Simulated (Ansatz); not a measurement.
**Phonons of NaSe (Fm-3m) against volume**

Wanted: mode Grüneisen parameters of NaSe (Fm-3m).

Program: Ansatz 0.2.0. Level of theory: DFT PBEsol, scalar-relativistic, plane waves, PAW; PAW set soft_1. Results are calculated unless marked as measured.

## Step 1: The structure

It takes space group Fm-3m (No. 225, cubic). The conventional cell has a = 5.870 Å, b = 5.870 Å, c = 5.870 Å, α = 90.00°, β = 90.00°, γ = 90.00°. Nearest to Na lie 6 Se at 2.94 Å. Nearest to Se lie 6 Na at 2.94 Å. Farther neighbours and most contacts between anions are not listed.

## Step 2: Phonons on a q mesh

The cell comes from relaxations at this level that are not shown. Stability and thermal properties need the whole zone. Linear response on a 4×4×4 q mesh gives force constants as far as a supercell of that size would.

The input, input.yaml:

```yaml
crystal:
  lattice:
    - [0.0, 2.9350371074, 2.9350371074]
    - [2.9350371074, 0.0, 2.9350371074]
    - [2.9350371074, 2.9350371074, 0.0]
  atoms:
    - { symbol: Na, position: [0.0, 0.0, 0.0] }
    - { symbol: Se, position: [0.5, 0.5, 0.5], spin: 0.74 }
kpoints:
  mp_grid: { grid: [12, 12, 12] }
hamiltonian:
  xc: pbesol
  pseudopotentials: { kind: paw, azcp: { folder: soft_1 }, xc_functional: pbe }
scf:
  occupations: { method: gaussian, width: 0.15 }
output:
  eigenvalues: true
  populations: true
magnetization:
  spin_polarized: true
phonons:
  method: dfpt
  qmesh: [4, 4, 4]
  temperatures: { t_max: 1000, t_step: 50 }
  qpath:
    path:
      - [[0.0, 0.0, 0.0], [0.5, 0.0, 0.5], [0.625, 0.25, 0.625]]
      - [[0.375, 0.375, 0.75], [0.0, 0.0, 0.0], [0.5, 0.5, 0.5], [0.5, 0.25, 0.75], [0.5, 0.0, 0.5]]
    npoints: 10
```

Run with:

```sh
$ ansatz run input.yaml --threads 4 --pin off --max-ram 10240MiB --backend cpu --events-out ev --progress --plain --runs-dir out
```

Numbers of over 12 decimals in the logs are rounded to 6 here.

What it wrote:

```text
Engine: ansatz 0.2.0, aarch64-unknown-linux-gnu
Pseudopotentials: kind: paw
Pseudopotential: Na, paw, valence charge 9, recommended cutoff 420 eV (normal), soft_1/Na.paw.azcp
Pseudopotential: Se, paw, valence charge 16, recommended cutoff 420 eV (normal), soft_1/Se.paw.azcp
Functional definition: PBEsol
  exchange = pbesol_x
  correlation = pbesol_c
Crystal: 2 atoms, lattice volume = 50.567 Å³
Basis set: ecut = 420 eV, 965 PW (Γ), exchange–correlation on 60×60×60 points (8 copies of the dense FFT grid, shifted against one another)
Bands: 17, of which v1, the nominal top of the filled ones, is band 13 counted from 1 (12 counted from 0)
Symmetry: 48 space group operations
Space group: Fm-3m (ITA 225), of the structure as read, at distance tolerance 3.7e-5 Å
Magnetic group: BNS 225.116 (UNI 1618), of the structure as read, at distance tolerance 3.7e-5 Å
k-points: 72 of 1728
Non-local potential: Na, projectors of the file, l = 0: 3, l = 1: 2, l = 2: 1
Non-local potential: Se, projectors of the file, l = 0: 2, l = 1: 2, l = 2: 3, l = 3: 1
PAW form: soft (Blöchl's): semilocal exchange-correlation on the pseudo side does not see the compensation charge
PAW frozen core: Na, regenerated for the run's functional, and the local potential with it (the file was generated under x = pbe(κ = 0.804, μ = 0.219515), c = pbe(β = 0.066725))
PAW frozen core: Se, regenerated for the run's functional, and the local potential with it (the file was generated under x = pbe(κ = 0.804, μ = 0.219515), c = pbe(β = 0.066725))
PAW one-centre angular grid: Na, 110 points (default); XC on 64 Gauss nodes
PAW one-centre angular grid: Se, 590 points (default); XC on 64 Gauss nodes
Initial density: superposition of atomic densities (chi_scale 0.1, normalization cell, long waves kept (reshape's long-wave potential 0.00 eV rms))
Starting moments: Σ|m| = 0.74 μB on 1 of 2 sites
Initial wavefunctions: pseudopotential atomic-orbital guess
Functional: x = pbesol(κ = 0.804, μ = 0.123457), c = pbesol(β = 0.046)
SCF 1 converged in 19 iterations: F = -6900.837769 eV  dr2 = 7.03e-10
  greatest PAW one-centre occupation: 1.000 electrons in one spin orbital (limit 2), on the Se atom at site 1 (counted from 0), in its partial waves of l = 2
a single point of the input's cell can leave the moments in the input for a lower state (scf.lower_state_search): this run first made a single point of its cell. This run's own SCFs start from the density of the state that the single point found, with the moments in the input. The single point stayed on the moments in the input.
Initial density: read from a saved state, or passed on in memory by an earlier SCF of this step, an earlier step, the calling program or the single point that the run made first
Stability of the state it starts from, as read at its close in the collinear treatment: not read negative (Ritz values of 1 − χ₀K, real part plus size of imaginary part, from 0.55 to 0.89, by its mixing steps under the symmetry group of the SCF that read it); its run was given moments
Starting moments: Σ|m| = 0.74 μB on 1 of 2 sites; this step starts from the density that it was given
iter 1 solved again at ethr=1.27e-6 eV; its pass at ethr=3.10e-3 eV (dr2=3.17e-4 eV) is discarded
SCF iter   1: F=—  HF=-6900.837769 eV  |F-HF|=—  |Δ(HF+E_count)|=         —  Δρ=9.00e-7 (↑9.00e-7 ↓8.43e-7)  dr2=6.96e-10  dr2_m=9.79e-11  M=0.914 μB ∫|m|=0.932 μB  β_m=0.30  ethr=1.27e-6  ⟨swp⟩=2.9  Hψ=17310  notcnv=0
eigensolver tolerance schedule: the retry pair's looser diagonalisation over-reported the residual by 455747.33 of it (diagonalisation noise at an unbounded share of the residual, at the tolerance the schedule requests for it); recorded, not acted on — ethr = c·dr2/N_el stays at c = 1.0e-1
preconditioner: auto → Kerker (q_TF=auto, 2.426 Å⁻¹)  [metal: Δε(μ)=0.018 eV  Ē_g=11.187 eV  σ=0.150 eV  W_gap=0.07  n_scr=14 (ndim 8)  ℏωp=13.8 eV  f_vac=0.008  D(μ)=2.07/eV (n_scr^D=14)]
spin=Collinear: Kerker preconditioning applied to the charge; magnetization (m = ρ↑ − ρ↓) channel mixes plain (no charge-response kernel on spin).
SCF iter   2: F=—  HF=-6900.837769 eV  |F-HF|=—  |Δ(HF+E_count)|=   4.48e-7  Δρ=6.31e-7 (↑4.11e-7 ↓6.31e-7)  dr2=4.64e-10  dr2_m=5.89e-11  M=0.914 μB ∫|m|=0.932 μB  β_m=0.42  ethr=2.78e-12  ⟨swp⟩=4.0  Hψ=6524  notcnv=0
SCF iter   3: F=—  HF=-6900.837769 eV  |F-HF|=—  |Δ(HF+E_count)|=  2.73e-12  Δρ=4.71e-7 (↑2.99e-7 ↓4.71e-7)  dr2=2.25e-10  dr2_m=4.06e-11  M=0.914 μB ∫|m|=0.932 μB  β_m=0.71  ethr=1.86e-12  ⟨swp⟩=2.0  Hψ=4070  notcnv=0
SCF iter   4: F=—  HF=-6900.837769 eV  |F-HF|=—  |Δ(HF+E_count)|=  9.73e-11  Δρ=2.18e-7 (↑1.48e-7 ↓2.18e-7)  dr2=4.15e-11  dr2_m=1.05e-11  M=0.914 μB ∫|m|=0.932 μB  β_m=0.81  ethr=1.00e-12  ⟨swp⟩=2.5  Hψ=3308  notcnv=0
SCF iter   5: F=-6900.837769 eV  HF=-6900.837769 eV  |F-HF|=9.09e-13  |Δ(HF+E_count)|=  2.91e-11  Δρ=4.71e-8 (↑4.71e-8 ↓4.18e-8)  dr2=1.94e-12  dr2_m=5.61e-13  M=0.914 μB ∫|m|=0.932 μB  ethr=1.00e-12  ⟨swp⟩=3.9  Hψ=10292  notcnv=0
SCF 2 converged in 5 iterations: F = -6900.837769 eV  dr2 = 1.94e-12
iter 1 solved again at ethr=1.27e-6 eV; its pass at ethr=3.10e-3 eV (dr2=3.18e-4 eV) is discarded
SCF iter   1: F=—  HF=-6900.837769 eV  |F-HF|=—  |Δ(HF+E_count)|=         —  Δρ=5.62e-7 (↑5.62e-7 ↓4.79e-7)  dr2=4.00e-10  dr2_m=3.48e-11  M=0.914 μB ∫|m|=0.932 μB  β_m=0.30  ethr=1.27e-6  ⟨swp⟩=2.9  Hψ=17309  notcnv=0
eigensolver tolerance schedule: the retry pair's looser diagonalisation over-reported the residual by 794510.38 of it (diagonalisation noise at an unbounded share of the residual, at the tolerance the schedule requests for it); recorded, not acted on — ethr = c·dr2/N_el stays at c = 1.0e-1
spin=Collinear: Kerker preconditioning applied to the charge; magnetization (m = ρ↑ − ρ↓) channel mixes plain (no charge-response kernel on spin).
SCF iter   2: F=—  HF=-6900.837769 eV  |F-HF|=—  |Δ(HF+E_count)|=   3.70e-7  Δρ=1.52e-7 (↑1.44e-7 ↓1.52e-7)  dr2=1.94e-11  dr2_m=3.62e-12  M=0.914 μB ∫|m|=0.932 μB  β_m=0.27  ethr=1.60e-12  ⟨swp⟩=4.0  Hψ=6607  notcnv=0
SCF iter   3: F=—  HF=-6900.837769 eV  |F-HF|=—  |Δ(HF+E_count)|=  1.82e-12  Δρ=1.20e-7 (↑1.08e-7 ↓1.20e-7)  dr2=1.16e-11  dr2_m=2.24e-12  M=0.914 μB ∫|m|=0.932 μB  β_m=0.63  ethr=1.00e-12  ⟨swp⟩=3.5  Hψ=7243  notcnv=0
SCF iter   4: F=-6900.837769 eV  HF=-6900.837769 eV  |F-HF|=2.73e-12  |Δ(HF+E_count)|=    0.00e0  Δρ=6.27e-8 (↑5.22e-8 ↓6.27e-8)  dr2=3.75e-12  dr2_m=5.82e-13  M=0.914 μB ∫|m|=0.932 μB  ethr=1.00e-12  ⟨swp⟩=2.0  Hψ=4827  notcnv=0
SCF 3 converged in 4 iterations: F = -6900.837769 eV  dr2 = 3.75e-12
phonons: the bands overlap, so this run is a metal and interpolates without the dipole-dipole term. If the crystal is really an insulator or semiconductor, its LO-TO splitting is missing
NSCF: frozen V_eff on 72 k-points
NSCF: frozen V_eff on 163 k-points
DFPT response loops at q = (0, 0, 0) (fractional): preconditioner auto → Kerker (q_TF=auto, 2.426 Å⁻¹) (partly filled bands, converged f_vac=0.008); β = 1.00, the filter's whole step (`scf.mixing.beta` (0.30) is not read by the response loops under this deck's `scf.mixing.preconditioner`; to damp them name `kerker` or `kerker_dos`, under which they read `scf.mixing.beta`, and type it under 1.00, their step now; both keys bind the ground state too); Broyden in place of MSR1
NSCF: frozen V_eff on 1872 k-points
DFPT response loops at q = (0, 0, 0.25) (fractional): mixed as the last ones told, above
NSCF: frozen V_eff on 952 k-points
DFPT response loops at q = (0, 0, -0.5) (fractional): mixed as the last ones told, above
NSCF: frozen V_eff on 1020 k-points
DFPT response loops at q = (0, 0.25, 0.25) (fractional): mixed as the last ones told, above
NSCF: frozen V_eff on 3456 k-points
DFPT response loops at q = (0, 0.25, -0.5) (fractional): mixed as the last ones told, above
NSCF: frozen V_eff on 1872 k-points
DFPT response loops at q = (0, 0.25, -0.25) (fractional): mixed as the last ones told, above
NSCF: frozen V_eff on 560 k-points
DFPT response loops at q = (0, -0.5, -0.5) (fractional): mixed as the last ones told, above
NSCF: frozen V_eff on 1020 k-points
DFPT response loops at q = (0.25, -0.5, -0.25) (fractional): mixed as the last ones told, above
SCF converged after 5 iterations
Magnetization: 0.9142 μB (12.9571 up, 12.0429 down)
Absolute magnetization: 0.9188 μB (∫|ρ↑−ρ↓|, with the PAW one-centre terms)
Spin contamination: 0.0015 ħ² per cell (⟨S²⟩ above its minimum at these occupations)
Per-site moments (μB) at R_I (Å): [(0.017678, 1.210703), (0.674833, 1.210703)]
Free energy (F): -6900.837769 eV
Harris-Foulkes:  -6900.837769 eV  (|F-HF|=9.09e-13)
Internal energy: -6900.814453 eV  (E = F + TS)
E sigma→0 (E₀):  -6900.826111 eV
Entropy (-TS):   -0.023316 eV (-11.658 meV/atom)
Fermi energy:    3.433265 eV
--- Per-component energies (eV) ---
  E_band       = -637.611858
  E_kinetic    = 223.670363
  E_local      = -4199.567013  (includes V_loc(G=0)·N_el)
  E_nonlocal   = -73.537017
  E_hartree    = 1917.973092
  E_xc         = -120.180921
  E_vxc        = -136.372269  (∫ρ·V_xc dr)
  E_paw        = -2370.187930  (= ΣΔE_a)
  E_vpaw       = -287.751735  (= ΣTr[D̂ρ^β])
  E_aug_tail   = -0.000351  (compensation charges beyond the density's cutoff)
  E_ewald      = -2280.047822
  E_core_change = 1.063146  (= ΣΔE_core)
  E_smearing   = -0.023316  (= −TS)
  E_closure    = 0.000000  (closes the sum)
  Σ components = -6900.837769   (vs F -6900.837769, Δ=0.00e0)
--- Band table (eV; the first three rows and the last of 144) ---
  k-point 0 ↑: bands = [... 9 lower, -8.5048, 3.5170, 3.5170, 3.5170, 7.2507, 11.9740, 11.9740, 11.9740]
  k-point 1 ↑: bands = [... 9 lower, -8.4735, 3.2076, 3.4869, 3.4869, 7.5731, 11.7137, 12.0798, 12.0798]
  k-point 2 ↑: bands = [... 9 lower, -8.3860, 2.5299, 3.4071, 3.4071, 8.2188, 11.4008, 12.2798, 12.2798]
  k-point 71 ↓: bands = [... 9 lower, -7.1514, 2.1830, 2.1830, 2.8806, 10.5271, 11.6906, 11.6906, 12.6296]
--- Phonons (Γ-DFPT): 2 representative perturbations + reference (Σ response iterations 6) ---
  ASR residual: 5.522e-5 → 0.000e0 eV/Å²; symmetrization residual: 2.671e-7 eV/Å²
  ASR residual per site (eV/Å²): 5.52e-5 2.05e-6
  Γ frequencies (cm⁻¹): 0.00 0.00 0.00 171.06 171.06 171.06
--- Phonons (arbitrary-q DFPT): 8 irreducible q on the 4×4×4 mesh ---
  q = [0.0000, 0.0000, 0.0000] (star 1, of the zone-centre solve; hermiticity 2.79e-7, symmetrization 1.87e-11): -0.00 -0.00 0.00 171.06 171.06 171.06
  q = [0.0000, 0.0000, 0.2500] (star 8, 2 solved perturbations on 936 of 1728 k-point pairs; hermiticity 1.58e-7, symmetrization 1.79e-11): 41.94 45.49 45.49 159.42 160.52 160.52
  q = [0.0000, 0.0000, -0.5000] (star 4, 2 solved perturbations on 476 of 1728 k-point pairs; hermiticity 8.23e-13, symmetrization 5.44e-12): 72.68 72.68 75.02 145.55 145.55 146.03
  q = [0.0000, 0.2500, 0.2500] (star 6, 4 solved perturbations in 1608 linear systems a pass and spin channel, the states on 510 of 1728 k-point pairs; hermiticity 1.47e-6, symmetrization 1.77e-12): -39.21 -39.21 65.93 149.41 173.91 173.91
  q = [0.0000, 0.2500, -0.5000] (star 24, 4 solved perturbations in 5328 linear systems a pass and spin channel, the states on 1728 of 1728 k-point pairs; hermiticity 2.95e-6, symmetrization 3.18e-12): -34.05 28.59 37.42 162.69 164.77 170.00
  q = [0.0000, 0.2500, -0.2500] (star 12, 4 solved perturbations in 2892 linear systems a pass and spin channel, the states on 936 of 1728 k-point pairs; hermiticity 1.96e-6, symmetrization 1.59e-12): -54.48 67.77 68.11 146.13 147.50 177.04
  q = [0.0000, -0.5000, -0.5000] (star 3, 4 solved perturbations in 886 linear systems a pass and spin channel, the states on 280 of 1728 k-point pairs; hermiticity 9.35e-7, symmetrization 1.66e-12): -32.13 -32.13 -30.23 176.19 176.19 183.27
  q = [0.2500, -0.5000, -0.2500] (star 6, 4 solved perturbations in 1544 linear systems a pass and spin channel, the states on 510 of 1728 k-point pairs; hermiticity 1.62e-6, symmetrization 2.43e-12): -45.21 -45.21 44.80 147.34 179.56 179.56
  sum rule: each row above includes the acoustic sum rule's correction from the zone centre's row sums; it moved no ω² by more than (0.81 cm⁻¹)²
  mesh force constants: q→R imaginary residual 7.91e-18; ASR residual 5.522e-5 → 0.000e0 eV/Å²; symmetrization residual 2.665e-15 eV/Å²
  interpolated dispersion: 62 rows × 6 modes
  density of states and harmonic sums: on the 20×20×20 q-mesh, interpolated from the force constants of a 4×4×4 supercell (no non-analytic term)
  largest difference from the sums on the solved wave vectors: F 1.78e-2 eV, S 2.71e-5 and C_V 9.30e-6 eV/K
  zero-point energy: 0.035678 eV/cell   skipped modes (ω ≤ 0): 321, of them read as no rigid motion or as one in doubt: 318 (1.233e0 modes/cell left out, lowest -54.48 cm⁻¹)   left out of the sums: 2.05e-1 of the cell's modes: C_V's classical limit lies that fraction below 3 k_B per atom; for a crystal, a wire or a layer, F and S can be off by more, and a phonons.interpolated_qmesh denser along its periods is the remedy for the sampling
--- Löwdin populations: 2 sites ---
  site symbol       q [e]    m [muB]
     0     Na      8.3866    -0.0148
     1     Se     16.5729     0.9301
  spilling = 0.001619 (of n_electrons = 25.000000)
```

Wall time 11 min (4 threads of Arm Neoverse V1, shared host); peak memory 5.7 GiB; 42 min of CPU time.

In the SCF lines HF is the Harris–Foulkes energy and dr2 the Hartree energy of the density residual, in eV; the loop may stop once dr2 is under the threshold and the program's other checks hold. Hψ counts applications of the Hamiltonian.

Numbers from this step:

| Quantity | Value |
| --- | --- |
| magnetization | 0.9142 μB |
| absolute magnetization | 0.9188 μB |
| site moments | 0.01768, 0.6748 μB |
| volume per atom | 25.28 Å³ |
| gap on the k-mesh | 0 eV |
| sum-rule residual before enforcement | 5.52e-5 eV/Å² |
| lowest frequency on the path | -54.83 cm⁻¹ |
| point group | m-3m |
| highest frequency on the path or at a solved wavevector | 183.3 cm⁻¹ |
| highest optical mode at the zone centre (no LO-TO term) | 171.1 cm⁻¹ |
| lowest optical zone-centre mode | 171.1 cm⁻¹ |
| lowest mode on the q mesh (acoustic modes at Γ apart) | -54.48 cm⁻¹ |

Frequencies (cm⁻¹) solved at each irreducible wavevector; negative means imaginary. Frequencies by wavevector, by row:

| q in reciprocal lattice units | star | mode 1 | mode 2 | mode 3 | mode 4 | mode 5 | mode 6 |
| --- | --- | --- | --- | --- | --- | --- | --- |
| 0 0 0 | 1 | 0 | 0 | 0 | 171.1 | 171.1 | 171.1 |
| 0 0 0.25 | 8 | 41.9 | 45.5 | 45.5 | 159.4 | 160.5 | 160.5 |
| 0 0 -0.5 | 4 | 72.7 | 72.7 | 75 | 145.6 | 145.6 | 146 |
| 0 0.25 0.25 | 6 | -39.2 | -39.2 | 65.9 | 149.4 | 173.9 | 173.9 |
| 0 0.25 -0.5 | 24 | -34 | 28.6 | 37.4 | 162.7 | 164.8 | 170 |
| 0 0.25 -0.25 | 12 | -54.5 | 67.8 | 68.1 | 146.1 | 147.5 | 177 |
| 0 -0.5 -0.5 | 3 | -32.1 | -32.1 | -30.2 | 176.2 | 176.2 | 183.3 |
| 0.25 -0.5 -0.25 | 6 | -45.2 | -45.2 | 44.8 | 147.3 | 179.6 | 179.6 |

Symmetry leaves 8 wavevectors to solve. The lowest mode among them, the acoustic zeros apart, lies at q = (0, 0.25, -0.25) and is imaginary, 54.5i cm⁻¹, so the energy falls along it.

## Step 3: Relaxing at another volume, volume ratio 0.97

The volume is scaled by 0.97 and held; symmetry leaves nothing to relax, so this is a single point. The modes can then be followed against volume.

input.yaml, the sections that differ from step 2:

```yaml
crystal:
  lattice:
    - [0.0, 2.9053882409, 2.9053882409]
    - [2.9053882409, 0.0, 2.9053882409]
    - [2.9053882409, 2.9053882409, 0.0]
  atoms:
    - { symbol: Na, position: [0.0, 0.0, 0.0] }
    - { symbol: Se, position: [0.5, 0.5, 0.5], spin: 0.74 }
output:
  forces: true
  stress: true
  eigenvalues: true
  populations: true
# kpoints, hamiltonian, scf, magnetization: as in step 2
# phonons: removed
```

What it wrote:

```text
[...]
Crystal: 2 atoms, lattice volume = 49.050 Å³
Basis set: ecut = 420 eV, 941 PW (Γ), exchange–correlation on 60×60×60 points (8 copies of the dense FFT grid, shifted against one another)
Bands: 17, of which v1, the nominal top of the filled ones, is band 13 counted from 1 (12 counted from 0)
Symmetry: 48 space group operations
[...]
k-point 2 ↑: bands = [... 9 lower, -8.1693, 2.8013, 3.7146, 3.7146, 8.6460, 11.7278, 12.6049, 12.6049]
  k-point 71 ↓: bands = [... 9 lower, -6.9233, 2.3749, 2.3749, 3.1017, 10.9191, 12.0377, 12.0377, 13.0397]
--- Löwdin populations: 2 sites ---
  site symbol       q [e]    m [muB]
     0     Na      8.3861    -0.0134
     1     Se     16.5729     0.8830
  spilling = 0.001639 (of n_electrons = 25.000000)
[key lines of the parts left out:]
SCF converged after 19 iterations
Magnetization: 0.8688 μB (12.9344 up, 12.0656 down)
Free energy (F): -6900.834461 eV
Fermi energy:    3.691205 eV
P = ⅓ Tr σ = 0.7218 GPa (7.218 kbar)
```

The job ended after 3.7 s (4 threads; peak memory 0.39 GiB; 13 s of CPU time).

This step gave:

* magnetization: 0.8688 μB
* absolute magnetization: 0.8728 μB
* site moments: 0.01772, 0.6346 μB
* pressure: 0.7218 GPa
* volume per atom: 24.53 Å³

The cell carries a net spin moment of 0.87 μB and an absolute one of 0.87 μB.

(Part 1 of 2 ends here.)

[Logs are printed without paths, hosts, clocks, repeated set-up lines and the standing remarks that a program may print on its own settings, such as how far it seeks lower states.]

[Hosts, paths, dates, database ids (printed as entryN), source tags and the programs' standing remarks are cut or masked in the printed files.]
